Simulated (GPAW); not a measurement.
S on a P site in BP (monolayer), S K edge of atom 8, with 3 B at 1.85 Å (trigonal planar; the defect atom itself). Method: GPAW, PBE, excited-electron core hole (neutral cell), 14-atom cell with 8.5 Å between holes, 4×4×1 k points, dipole transitions, Gaussian full width 0.9 eV up to 4 eV, rising linearly to 3.5 eV at 25 eV.

```
B S P
1.0
    -8.02500    2.77994    0.00000
     1.60500   -8.33982    0.00000
     0.00000    0.00000   10.40000
B S P
7 1 6
Direct
  0.99909 0.00025 0.50000
  0.42857 0.14286 0.50000
  0.85605 0.28695 0.50000
  0.28448 0.42625 0.50000
  0.71544 0.57234 0.50000
  0.14518 0.71537 0.50000
  0.57118 0.85598 0.50000
  0.76190 0.80952 0.50000
  0.18880 0.95239 0.50000
  0.61903 0.09355 0.50000
  0.04660 0.23811 0.50000
  0.47788 0.38263 0.50000
  0.90579 0.52482 0.50000
  0.33332 0.66563 0.50000
```

Energy from the lowest empty level; a common scale on which the isotropic spectrum has a mean of 1 over the first 20 eV.

| E (eV) | curve 1 | curve 2 |
| --- | --- | --- |
| -2.0 | 0.00 | 0.00 |
| -1.5 | 0.00 | 0.00 |
| -1.0 | 0.01 | 0.00 |
| -0.5 | 0.12 | 0.00 |
| 0.0 | 0.49 | 0.05 |
| 0.5 | 0.67 | 0.45 |
| 1.0 | 0.48 | 2.22 |
| 1.5 | 0.73 | 3.22 |
| 2.0 | 0.57 | 1.82 |
| 2.5 | 0.47 | 1.66 |
| 3.0 | 0.99 | 1.57 |
| 3.5 | 0.55 | 1.45 |
| 4.0 | 0.44 | 1.56 |
| 4.5 | 0.65 | 1.54 |
| 5.0 | 0.67 | 1.57 |
| 5.5 | 0.77 | 1.45 |
| 6.0 | 0.73 | 1.13 |
| 6.5 | 0.49 | 1.01 |
| 7.0 | 0.30 | 1.04 |
| 7.5 | 0.25 | 0.93 |
| 8.0 | 0.31 | 0.82 |
| 8.5 | 0.45 | 0.82 |
| 9.0 | 0.58 | 0.79 |
| 9.5 | 0.70 | 0.67 |
| 10.0 | 0.77 | 0.56 |
| 10.5 | 0.78 | 0.52 |
| 11.0 | 0.81 | 0.55 |
| 11.5 | 0.91 | 0.70 |
| 12.0 | 0.96 | 1.02 |
| 12.5 | 0.86 | 1.47 |
| 13.0 | 0.70 | 1.88 |
| 13.5 | 0.60 | 2.11 |
| 14.0 | 0.58 | 2.11 |
| 14.5 | 0.61 | 1.96 |
| 15.0 | 0.64 | 1.68 |
| 15.5 | 0.67 | 1.34 |
| 16.0 | 0.69 | 1.01 |
| 16.5 | 0.72 | 0.73 |
| 17.0 | 0.76 | 0.54 |
| 17.5 | 0.80 | 0.43 |
| 18.0 | 0.83 | 0.38 |
| 18.5 | 0.85 | 0.35 |
| 19.0 | 0.87 | 0.34 |
| 19.5 | 0.88 | 0.35 |
| 20.0 | 0.87 | 0.35 |
| 20.5 | 0.84 | 0.36 |

Question: The curves are for the electric vector along different Cartesian axes of the cell as given, for this one atom. Which is which?

Curve 1: along z, main maxima 0.4 eV (0.68), 3.0 eV (0.99), 11.9 eV (0.96) and 19.6 eV (0.88). Curve 2: along x (the other in-plane axis gives the same curve within 3 %), main maxima 1.4 eV (3.29), 2.7 eV (1.70) and 13.8 eV (2.13). A K edge sees empty p states; at this planar three-fold site they split into π* (normal to the plane) and σ* (in the plane). Each direction probes the empty orbitals that point along it. The hole lies in one spin channel, while the script sums the empty states of both and takes the lower zero; where the two channels are split, this blurs and shifts the curve. The cell shows no gap over 0.35 eV; the host's own band filling, the defect's levels or the functional may be the cause.

[Banner, clock and machine lines of the logs are left out without a mark of their own.]

[Logs are printed without paths, hosts, clocks, repeated set-up lines and the standing remarks that a program may print on its own settings, such as how far it seeks lower states.]

[Hosts, paths, dates, database ids (printed as entryN), source tags and the programs' standing remarks are cut or masked in the printed files.]

[Lists of maxima count a maximum above −3 eV only where it reaches 4 % of the highest in the window and stands out from its surroundings by 2 % of it (1.5 % where it reaches 55 %); shoulders and weaker maxima are passed over, and of the rest the first, up to two pre-edge ones and the few strongest are named.]
